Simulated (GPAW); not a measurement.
# BN (F-43m): refractive index against wavelength

The refractive index of BN (F-43m) below the direct gap (8.79 eV on the mesh) is read from one computed spectrum, n = √(Re ε).

Cell: a, b, c = 2.556, 2.556, 2.556 Å (primitive vectors), 2 atoms.

Method: GPAW 26.7.0, PBE, RPA, k-mesh 16×16×16, local fields up to 50 eV, Lorentzian half width 0.15 eV.

Launch of the response step: `OMP_NUM_THREADS=1 python df.py`. The run took 13 s, its band step included, on 1 thread of Intel(R) Xeon(R) Platinum 8488C (Sapphire Rapids) (shared host).

| wavelength (nm) | photon energy E (eV) | n |
| --- | --- | --- |
| 532 | 2.331 | 2.1569 |
| 450 | 2.755 | 2.1693 |
| 405 | 3.061 | ? |
| 365 | 3.397 | 2.1929 |
| 308 | 4.025 | 2.2225 |
| 266 | 4.661 | 2.2604 |
| 248 | 4.999 | 2.2843 |

In the single-oscillator model n² − 1 = E₀E_d/(E₀² − E²), so 1/(n² − 1) = E₀/E_d − E²/(E₀E_d) is linear in E².

Working, on the rows shown:

| x = E² (eV²) | y = 1/(n² − 1) |
| --- | --- |
| 5.43137 | 0.273806 |
| 7.59115 | 0.269843 |
| 11.5384 | 0.262549 |
| 16.2043 | 0.253839 |
| 21.7255 | 0.243344 |
| 24.9936 | 0.237078 |

Means: x̄ = 14.581, ȳ = 0.25674. Σ(x − x̄)(y − ȳ) = -0.5706, Σ(x − x̄)² = 303.9. Slope = -0.5706 / 303.9 = -0.001877; intercept = ȳ − slope · x̄ = 0.28412. Turned back into n, the line misses the rows shown by at most 0.0005.

Task: Fill in the last column of the withheld row.

Result: At x = 9.3718 the line gives y = 0.26652, that is 2.1799. The run gave 2.1798, so the interpolation is off by 0.00012, 0.1 % of the range in the table.

Refitted with all rows, the slope is -0.001878 and the intercept 0.28413. These give E₀ = √(intercept/−slope) = 12.30 eV and E_d = E₀/intercept = 43.3 eV; E₀ is 1.4 times the direct gap. The electronic limit at long wavelengths, without lattice vibrations, is n = √(1 + 1/intercept) = 2.126. Excitons are left out; PBE gaps are as a rule too small. The values come from a sum over the points of one k-mesh and carry its error, which grows as the direct gap shrinks. The local-field cutoff holds few shells of reciprocal vectors for this small cell, so ε∞ can read a few per cent high.
